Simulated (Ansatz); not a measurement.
## How KI (Fm-3m) expands on warming

How much does KI expand with temperature?

Measurements to reproduce:
- volume expansion coefficient 113.7 1e-6/K near room temperature (given in “Descriptors for thermal expansion in solids”, 2017, arXiv:1701.03966)

Main program and level: Ansatz 0.2.0; DFT LDA, scalar-relativistic, plane waves, PAW.

### Step 1. The structure

It takes space group Fm-3m (No. 225, cubic). Conventional cell: a = 7.066 Å, b = 7.066 Å, c = 7.066 Å, α = 90.00°, β = 90.00°, γ = 90.00°. K has 6 I at 3.53 Å nearest. Nearest to I lie 6 K at 3.53 Å. Farther neighbours and most contacts between anions are not listed.

As a file:

```cif
data_structure
_symmetry_space_group_name_H-M 'P 1'
_symmetry_Int_Tables_number 1
_cell_length_a 4.9961
_cell_length_b 4.9961
_cell_length_c 4.9961
_cell_angle_alpha 60.000
_cell_angle_beta 60.000
_cell_angle_gamma 60.000
_cell_volume 88.18
loop_
_atom_site_label
_atom_site_type_symbol
_atom_site_fract_x
_atom_site_fract_y
_atom_site_fract_z
_atom_site_occupancy
K1 K 0.00000 0.00000 0.00000 1
I2 I 0.50000 0.50000 0.50000 1
```

### Step 2. A first coarse run

A cheap single point shows whether the cell is a metal or an insulator and how far it is from rest; that sets the k-mesh and the occupations of what follows.

input.yaml

```yaml
crystal:
  lattice:
    - [0.0, 3.532775, 3.532775]
    - [3.532775, 0.0, 3.532775]
    - [3.532775, 3.532775, 0.0]
  atoms:
    - { symbol: K, position: [0.0, 0.0, 0.0] }
    - { symbol: I, position: [0.5, 0.5, 0.5] }
kpoints:
  mp_grid: { grid: [4, 4, 4] }
hamiltonian:
  xc: lda
scf:
  occupations: { method: gaussian, width: 0.1 }
  lower_state_search: "off"
output:
  forces: true
  stress: true
  eigenvalues: true
```

Command:

```
$ ansatz run input.yaml --threads 8 --pin off --max-ram 16384MiB --backend cpu --events-out ev --progress --plain --runs-dir out
```

Numbers of over 12 decimals in the logs are rounded to 6 here.

Log:

```text
Engine: ansatz 0.2.0, aarch64-unknown-linux-gnu
Pseudopotentials: kind: paw
Pseudopotential: K, paw, valence charge 9, recommended cutoff 420 eV (normal), K.paw.azcp
Pseudopotential: I, paw, valence charge 17, recommended cutoff 420 eV (normal), I.paw.azcp
Functional definition: SPW92
  exchange = slater_x
  correlation = pw_c
Crystal: 2 atoms, lattice volume = 88.182 Å³
Basis set: ecut = 420 eV, 1759 PW (Γ)
Bands: 17, of which v1, the nominal top of the filled ones, is band 13 counted from 1 (12 counted from 0)
Symmetry: 48 space group operations
Space group: Fm-3m (ITA 225), of the structure as read, at distance tolerance 4.5e-5 Å
k-points: 8 of 64
Non-local potential: K, projectors of the file, l = 0: 3, l = 1: 2, l = 2: 2
Non-local potential: I, projectors of the file, l = 0: 2, l = 1: 2, l = 2: 2, l = 3: 2
PAW form: soft (Blöchl's): semilocal exchange-correlation on the pseudo side does not see the compensation charge
PAW frozen core: K, regenerated for the run's functional, and the local potential with it (the file was generated under x = pbe(κ = 0.804, μ = 0.219515), c = pbe(β = 0.066725))
PAW frozen core: I, regenerated for the run's functional, and the local potential with it (the file was generated under x = pbe(κ = 0.804, μ = 0.219515), c = pbe(β = 0.066725))
PAW one-centre angular grid: K, 110 points (default); XC on 64 Gauss nodes
PAW one-centre angular grid: I, 590 points (default); XC on 64 Gauss nodes
Initial density: superposition of atomic densities (neutral atoms: chi_scale 0, normalization atom), corrected by the library's trained network
Initial wavefunctions: pseudopotential atomic-orbital guess
Functional: x = slater, c = lda
SCF iter   1: F=—  HF=-8855.058116 eV  |F-HF|=—  |Δ(HF+E_count)|=         —  Δρ=4.31e-3  dr2=7.36e-3  ethr=1.77e-3  ⟨swp⟩=6.4  Hψ=763  notcnv=0
preconditioner: auto → none  [insulator: Δε(μ)=3.589 eV  Ē_g=13.460 eV  σ=0.100 eV  W_gap=1.00  n_scr=14 (ndim 8)  ℏωp=14.8 eV  f_vac=0.139  D(μ)=0.00/eV (n_scr^D=0)  ε∞_Penn≈2.2]
SCF iter   2: F=—  HF=-8855.055429 eV  |F-HF|=—  |Δ(HF+E_count)|=   2.69e-3  Δρ=2.15e-3  dr2=1.72e-3  ethr=2.83e-5  ⟨swp⟩=2.0  Hψ=243  notcnv=0
SCF iter   3: F=—  HF=-8855.055401 eV  |F-HF|=—  |Δ(HF+E_count)|=   2.84e-5  Δρ=6.36e-4  dr2=6.39e-4  ethr=6.60e-6  ⟨swp⟩=2.0  Hψ=240  notcnv=0
SCF iter   4: F=—  HF=-8855.055102 eV  |F-HF|=—  |Δ(HF+E_count)|=   2.99e-4  Δρ=1.40e-4  dr2=2.32e-5  ethr=2.46e-6  ⟨swp⟩=3.0  Hψ=240  notcnv=0
SCF iter   5: F=—  HF=-8855.055087 eV  |F-HF|=—  |Δ(HF+E_count)|=   1.42e-5  Δρ=2.57e-5  dr2=7.37e-7  ethr=8.94e-8  ⟨swp⟩=2.0  Hψ=240  notcnv=0
SCF iter   6: F=-8855.055087 eV  HF=-8855.055087 eV  |F-HF|=4.20e-9  |Δ(HF+E_count)|=   3.67e-7  Δρ=4.17e-6  dr2=8.37e-9  ethr=3.85e-10  ⟨swp⟩=7.2  Hψ=692  notcnv=0
SCF 1 converged in 6 iterations: F = -8855.055087 eV  dr2 = 8.37e-9
  greatest PAW one-centre occupation: 1.000 electrons in one spin orbital (limit 2), on the I atom at site 1 (counted from 0), in its partial waves of l = 2
SCF converged after 6 iterations
Free energy (F): -8855.055087 eV
Harris-Foulkes:  -8855.055087 eV  (|F-HF|=4.20e-9)
Internal energy: -8855.055087 eV  (E = F + TS)
E sigma→0 (E₀):  -8855.055087 eV
Fermi energy:    3.803860 eV
--- Per-component energies (eV) ---
  E_band       = -527.480405
  E_kinetic    = 443.126766
  E_local      = -2837.770027  (includes V_loc(G=0)·N_el)
  E_nonlocal   = -69.792785
  E_hartree    = 1340.208695
  E_xc         = -260.082892
  E_vxc        = -291.967390  (∫ρ·V_xc dr)
  E_paw        = -5403.351261  (= ΣΔE_a)
  E_vpaw       = -451.491451  (= ΣTr[D̂ρ^β])
  E_aug_tail   = 0.000059  (compensation charges beyond the density's cutoff)
  E_ewald      = -2068.432357
  E_core_change = 1.038715  (= ΣΔE_core)
  E_smearing   = -0.000000  (= −TS)
  E_closure    = -0.000000  (closes the sum)
  Σ components = -8855.055087   (vs F -8855.055087, Δ=0.00e0)
--- Forces (eV/Å), atoms counted from 1 ---
  atom   1  K     -0.00000000     0.00000000     0.00000000
  atom   2  I      0.00000000     0.00000000     0.00000000
  max |Σ_I F_I| component: 5.61e-29 eV/Å
--- Stress (GPa, compression-positive) ---
       -1.306057      -0.000000       0.000000
       -0.000000      -1.306057      -0.000000
       -0.000000      -0.000000      -1.306057
  P = ⅓ Tr σ = -1.3061 GPa (-13.061 kbar)
--- Band table (eV; the first three rows and the last of 8) ---
  k-point 0: bands = [... 9 lower, -8.6159, 1.9998, 1.9998, 1.9998, 5.6049, 8.3004, 8.3004, 8.3004]
  k-point 1: bands = [... 9 lower, -8.4586, 1.1936, 1.8150, 1.8150, 6.7450, 8.3421, 8.9143, 8.9143]
  k-point 2: bands = [... 9 lower, -8.3140, 0.6162, 1.6482, 1.6482, 7.2494, 9.4415, 9.9806, 9.9806]
  k-point 7: bands = [... 9 lower, -8.4050, 1.2421, 1.2421, 1.3710, 8.2401, 8.2401, 8.3955, 9.9118]
```

Elapsed: 0.67 s, on 8 threads of Arm Neoverse V2, shared host; peak memory 0.26 GiB; 1.4 s of CPU time.

A gap read on the k-mesh alone can miss the band edges.

This step gave:

* pressure: -1.306 GPa
* gap on the k-mesh: 3.605 eV
* volume per atom: 44.09 Å³/atom

The start is under -1.3 GPa at this level and looks like an insulator or semiconductor on this mesh.

### Step 3. Relaxation

Phonons are second derivatives about a minimum, so cell and atoms are relaxed first, inside the symmetry of the start.

input.yaml, the sections that differ from step 2:

```yaml
kpoints:
  mp_grid: { grid: [6, 6, 6] }
scf:
  occupations: { method: gaussian, width: 0.02 }
  lower_state_search: "off"
relax:
  adjacent_minimum: "off"
  f_tol: 0.005
  max_steps: 80
  cell: { stress_tol: 0.05 }
# crystal, hamiltonian, output: as in step 2
```

Log:

```text
[...]
Crystal: 2 atoms, lattice volume = 88.182 Å³
Basis set: ecut = 420 eV, 1759 PW (Γ)
Bands: 17, of which v1, the nominal top of the filled ones, is band 13 counted from 1 (12 counted from 0)
Symmetry: 48 space group operations
[...]
k-points: 16 of 216
[...]
SCF iter   1: F=—  HF=-8855.059262 eV  |F-HF|=—  |Δ(HF+E_count)|=         —  Δρ=4.31e-3  dr2=7.75e-3  ethr=1.77e-3  ⟨swp⟩=6.9  Hψ=1633  notcnv=0
[...]
SCF iter   6: F=-8855.056220 eV  HF=-8855.056220 eV  |F-HF|=1.44e-10  |Δ(HF+E_count)|=   1.33e-7  Δρ=2.18e-6  dr2=1.11e-9  ethr=3.85e-10  ⟨swp⟩=6.9  Hψ=1272  notcnv=0
SCF 1 converged in 6 iterations: F = -8855.056220 eV  dr2 = 1.11e-9
[...]
relax step   1: F+E_penalty+E_count = -8855.05622008 eV  Δ(F+E_penalty+E_count) = +0.000e0 eV  max|allowed force component| = 2.199e-29 eV/Å  Δτ_max = 0.0000 Å  P = -1.314 GPa  Ω = 88.182 Å³  (6 SCF iters, dr2 threshold 1.00e-7 eV, accepted)
Crystal: 2 atoms, lattice volume = 84.449 Å³
Basis set: ecut = 420 eV, 1639 PW (Γ)
[...]
iter 1 solved again at ethr=1.13e-5 eV; its pass at ethr=3.10e-3 eV (dr2=2.94e-3 eV) is discarded
[...]
SCF iter   5: F=-8855.082313 eV  HF=-8855.082313 eV  |F-HF|=2.07e-8  |Δ(HF+E_count)|=   5.87e-7  Δρ=8.23e-6  dr2=5.24e-8  ethr=7.69e-10  ⟨swp⟩=4.9  Hψ=1465  notcnv=0
SCF 2 converged in 5 iterations: F = -8855.082313 eV  dr2 = 5.24e-8
relax step   2: F+E_penalty+E_count = -8855.08231257 eV  Δ(F+E_penalty+E_count) = -2.609e-2 eV  max|allowed force component| = 1.528e-29 eV/Å  Δτ_max = 0.0000 Å  P = -0.873 GPa  Ω = 84.449 Å³  energy of the carried Pulay correction = +3.668e-4 eV  (5 SCF iters, dr2 threshold 2.00e-7 eV, accepted)
Crystal: 2 atoms, lattice volume = 77.922 Å³
Basis set: ecut = 420 eV, 1471 PW (Γ)
[...]
SCF iter   5: F=-8855.097018 eV  HF=-8855.097018 eV  |F-HF|=4.22e-8  |Δ(HF+E_count)|=   1.60e-6  Δρ=1.40e-5  dr2=1.40e-7  ethr=7.69e-10  ⟨swp⟩=5.5  Hψ=1506  notcnv=0
SCF 3 converged in 5 iterations: F = -8855.097018 eV  dr2 = 1.40e-7
relax step   3: F+E_penalty+E_count = -8855.09701804 eV  Δ(F+E_penalty+E_count) = -1.471e-2 eV  max|allowed force component| = 1.116e-29 eV/Å  Δτ_max = 0.0000 Å  P = +0.279 GPa  Ω = 77.922 Å³  energy of the carried Pulay correction = +1.048e-3 eV  (5 SCF iters, dr2 threshold 2.00e-7 eV, accepted)
[...]
relax step   4: F+E_penalty+E_count = -8855.09796327 eV  Δ(F+E_penalty+E_count) = -9.452e-4 eV  max|allowed force component| = 2.518e-29 eV/Å  Δτ_max = 0.0000 Å  P = -0.035 GPa  Ω = 79.408 Å³  energy of the carried Pulay correction = +8.882e-4 eV  (5 SCF iters, dr2 threshold 1.95e-7 eV, accepted)
[...]
SCF iter   5: F=-8855.097118 eV  HF=-8855.097118 eV  |F-HF|=0.00e0  |Δ(HF+E_count)|=  1.91e-10  Δρ=1.19e-7  dr2=5.05e-12  ethr=1.00e-12  ⟨swp⟩=5.2  Hψ=1505  notcnv=0
SCF 5 converged in 5 iterations: F = -8855.097118 eV  dr2 = 5.05e-12
relax step   5: F+E_penalty+E_count = -8855.09711844 eV  Δ(F+E_penalty+E_count) = +8.448e-4 eV  max|allowed force component| = 7.593e-30 eV/Å  Δτ_max = 0.0000 Å  P = -0.038 GPa  Ω = 79.408 Å³  stress off target by 3.84e-2 GPa  SCF on the basis re-selected at this cell (its energy is not comparable with the rows above)  (5 SCF iters)
basis re-selected at this cell: Δ(F+E_penalty+E_count) = +8.448e-4 eV, ΔP = -0.003 GPa vs the last step (what re-selecting the basis moved, of the pressure what is left beyond the Pulay correction that the steps carried, after the strain that the cell walked since its last selection, with what the two solves' SCF thresholds leave and, on support functions, any second-order correction that the steps lacked; it is no m [...]
SCF converged after 5 iterations
Free energy (F): -8855.097118 eV
[...]
Internal energy: -8855.097118 eV  (E = F + TS)
E sigma→0 (E₀):  -8855.097118 eV
Fermi energy:    4.810173 eV
[...]
--- Stress (GPa, compression-positive) ---
       -0.038392      -0.000000      -0.000000
       -0.000000      -0.038392      -0.000000
       -0.000000      -0.000000      -0.038392
  P = ⅓ Tr σ = -0.0384 GPa (-0.384 kbar)
--- Band table (eV; the first three rows and the last of 16) ---
  k-point 0: bands = [... 9 lower, -7.9116, 2.8787, 2.8787, 2.8787, 6.7415, 9.1180, 9.1180, 9.1180]
  k-point 1: bands = [... 9 lower, -7.7683, 2.3414, 2.7541, 2.7541, 7.4447, 9.0654, 9.4424, 9.4424]
  k-point 2: bands = [... 9 lower, -7.5280, 1.5541, 2.5282, 2.5282, 8.1001, 9.9320, 10.2473, 10.2473]
  k-point 15: bands = [... 9 lower, -7.6210, 1.8190, 2.1883, 2.1888, 8.2396, 9.3052, 10.2348, 11.3240]
--- Relaxed structure (4 steps of the walk, 4 accepted, 1 SCFs on fresh bases) ---
  F+E_penalty+E_count = -8855.09711844 eV   max|allowed force component| = 7.593e-30 eV/Å   (the final SCF, on the basis selected at the relaxed cell)
  cell:  # Å, volume = 79.4081 Å³
    - [0, 3.411496, 3.411496]
    - [3.411496, 0, 3.411496]
    - [3.411496, 3.411496, 0]
  atoms:
    - { symbol: K, position: [0, 0, 0] }
    - { symbol: I, position: [0.5, 0.5, 0.5] }
```

It took 1.4 s on 8 threads; peak memory 0.32 GiB; 7.7 s of CPU time.

Step by step:

| step | energy less that of the first step (eV) | largest force component (eV/Å) | pressure (GPa) | volume (Å³) |
| --- | --- | --- | --- | --- |
| 1 | 0.0000 | 0.0000 | -1.31 | 88.18 |
| 2 | -0.0261 | 0.0000 | -0.87 | 84.45 |
| 3 | -0.0408 | 0.0000 | 0.28 | 77.92 |
| 4 | -0.0417 | 0.0000 | -0.04 | 79.41 |
| 5* | -0.0409 | 0.0000 | -0.04 | 79.41 |

Relaxation steps marked * repeat the geometry before them on a plane-wave basis chosen anew for their cell, so energy and pressure can jump there.

Forces are held to the 48 operations that the run works with; a distortion that breaks them can't arise in this run.

| conventional cell, symmetrised | before | after | change |
| --- | --- | --- | --- |
| a (Å) | 7.066 | 6.823 | -3.4 % |
| b (Å) | 7.066 | 6.823 | -3.4 % |
| c (Å) | 7.066 | 6.823 | -3.4 % |
| volume (Å³/atom) | 44.09 | 39.70 | -9.9 % |

The relaxed structure:

```xyz
2
Lattice="0.0000 3.4115 3.4115 3.4115 0.0000 3.4115 3.4115 3.4115 0.0000" Properties=species:S:1:pos:R:3 pbc="T T T"
K     0.0000    0.0000    0.0000
I     3.4115    3.4115    3.4115
```

This step gave:

| Item | Value |
| --- | --- |
| pressure | -0.03839 GPa |
| gap on the k-mesh | 3.863 eV |
| volume per atom | 39.70 Å³/atom |

The relaxation ends with a pressure of -0.04 GPa.

### Step 4. A second relaxation

The relaxation is run once more from where the first one ended, as the script does after a large change of volume or of the gap, with mesh and occupations reviewed.

Edit input.yaml of step 3 so:

```diff
@@ -2,5 +2,5 @@
   lattice:
-    - [0.0, 3.532775, 3.532775]
-    - [3.532775, 0.0, 3.532775]
-    - [3.532775, 3.532775, 0.0]
+    - [0.0, 3.4114963063, 3.4114963063]
+    - [3.4114963063, 0.0, 3.4114963063]
+    - [3.4114963063, 3.4114963063, 0.0]
   atoms:
```

Log:

```text
[...]
Crystal: 2 atoms, lattice volume = 79.408 Å³
Basis set: ecut = 420 eV, 1471 PW (Γ)
Bands: 17, of which v1, the nominal top of the filled ones, is band 13 counted from 1 (12 counted from 0)
Symmetry: 48 space group operations
[...]
k-points: 16 of 216
[...]
k-point 15: bands = [... 9 lower, -7.6210, 1.8190, 2.1883, 2.1888, 8.2396, 9.3052, 10.2348, 11.3240]
--- Relaxed structure (1 steps of the walk, 1 accepted, 1 SCFs on fresh bases) ---
[...]
cell:  # Å, volume = 79.4081 Å³
    - [0.0, 3.4114963063, 3.4114963063]
    - [3.4114963063, 0.0, 3.4114963063]
    - [3.4114963063, 3.4114963063, 0.0]
  atoms:
    - { symbol: K, position: [0.0, 0.0, 0.0] }
    - { symbol: I, position: [0.5, 0.5, 0.5] }
[key lines of the parts left out:]
SCF converged after 4 iterations
Free energy (F): -8855.097118 eV
Fermi energy:    4.810172 eV
P = ⅓ Tr σ = -0.0384 GPa (-0.384 kbar)
```

Run time: 0.61 s. Hardware: 8 threads; peak memory 0.3 GiB.

Little changed from the start: no atom moved by 0.005 Å and no cell edge by 0.1 %.

### Step 5. Relaxing to small residual forces and stress

The relaxation is repeated with tighter thresholds on force and stress, since phonons are sensitive to what is left; a change of mesh or smearing in the input moves the cell too.

input.yaml, the sections that differ from step 4:

```yaml
kpoints:
  mp_grid: { grid: [8, 8, 8] }
scf:
  occupations: { method: fixed }
  lower_state_search: "off"
relax:
  adjacent_minimum: "off"
  f_tol: 0.001
  max_steps: 60
  cell: { stress_tol: 0.01 }
# crystal, hamiltonian, output: as in step 4
```

Log:

```text
[...]
Crystal: 2 atoms, lattice volume = 79.408 Å³
Basis set: ecut = 420 eV, 1471 PW (Γ)
Bands: 17, of which v1, the nominal top of the filled ones, is band 13 counted from 1 (12 counted from 0)
Symmetry: 48 space group operations
[...]
k-points: 29 of 512
[...]
k-point 28: bands = [... 9 lower, -7.5696, 2.0063, 2.0063, 2.1291, 9.1790, 9.1790, 9.5838, 11.2370]
--- Relaxed structure (3 steps of the walk, 3 accepted, 1 SCFs on fresh bases) ---
[...]
cell:  # Å, volume = 79.2141 Å³
    - [0.0, 3.408716, 3.408716]
    - [3.408716, 0, 3.408716]
    - [3.408716, 3.408716, 0]
  atoms:
    - { symbol: K, position: [0, 0, 0] }
    - { symbol: I, position: [0.5, 0.5, 0.5] }
[key lines of the parts left out:]
SCF converged after 5 iterations
Free energy (F): -8855.097171 eV
Fermi energy:    2.900636 eV
P = ⅓ Tr σ = 0.0002 GPa (0.002 kbar)
```

The job ended after 1.5 s (8 threads; peak memory 0.35 GiB).

Little changed from the start: no atom moved by 0.005 Å and no cell edge by 0.1 %.

Numbers from this step:

```yaml
pressure: 2.00e-4 GPa
gap_on_the_k_mesh: 3.869 eV
volume_per_atom: 39.61 Å³/atom
```

The residual pressure is 2.0e-4 GPa, small enough for phonons.

### Step 6. A new level, relaxed again

The functional, the potentials or the cutoff change, so the crystal is relaxed again at the new setting.

input.yaml, the sections that differ from step 5:

```yaml
crystal:
  lattice:
    - [0.0, 3.4087162983, 3.4087162983]
    - [3.4087162983, 0.0, 3.4087162983]
    - [3.4087162983, 3.4087162983, 0.0]
  atoms:
    - { symbol: K, position: [0.0, 0.0, 0.0] }
    - { symbol: I, position: [0.5, 0.5, 0.5] }
basis:
  ecutwfc: 550.0
# kpoints, hamiltonian, scf, output, relax: as in step 5
```

Log:

```text
[...]
Crystal: 2 atoms, lattice volume = 79.214 Å³
Basis set: ecut = 550 eV, 2277 PW (Γ)
Bands: 17, of which v1, the nominal top of the filled ones, is band 13 counted from 1 (12 counted from 0)
Symmetry: 48 space group operations
[...]
k-points: 29 of 512
[...]
k-point 28: bands = [... 9 lower, -7.5694, 2.0063, 2.0063, 2.1291, 9.1788, 9.1788, 9.5836, 11.2369]
--- Relaxed structure (1 steps of the walk, 1 accepted, 1 SCFs on fresh bases) ---
[...]
cell:  # Å, volume = 79.2141 Å³
    - [0.0, 3.4087162983, 3.4087162983]
    - [3.4087162983, 0.0, 3.4087162983]
    - [3.4087162983, 3.4087162983, 0.0]
  atoms:
    - { symbol: K, position: [0.0, 0.0, 0.0] }
    - { symbol: I, position: [0.5, 0.5, 0.5] }
[key lines of the parts left out:]
SCF converged after 6 iterations
Free energy (F): -8855.098815 eV
Fermi energy:    2.900622 eV
P = ⅓ Tr σ = 0.0005 GPa (0.005 kbar)
```

Wall time 1 s (8 threads); peak memory 0.39 GiB; 6.3 s of CPU time.

Little changed from the start: no atom moved by 0.005 Å and no cell edge by 0.1 %.

This step gave:

- pressure: 5.11e-4 GPa

The residual pressure is 5.1e-4 GPa, small enough for phonons.

(Part 1 of 3 ends here.)

[Logs are printed without paths, hosts, clocks, repeated set-up lines and the standing remarks that a program may print on its own settings, such as how far it seeks lower states.]

[Hosts, paths, dates, database ids (printed as entryN), source tags and the programs' standing remarks are cut or masked in the printed files.]

[A step with changed settings may run another functional than the one named; its input shows which.]
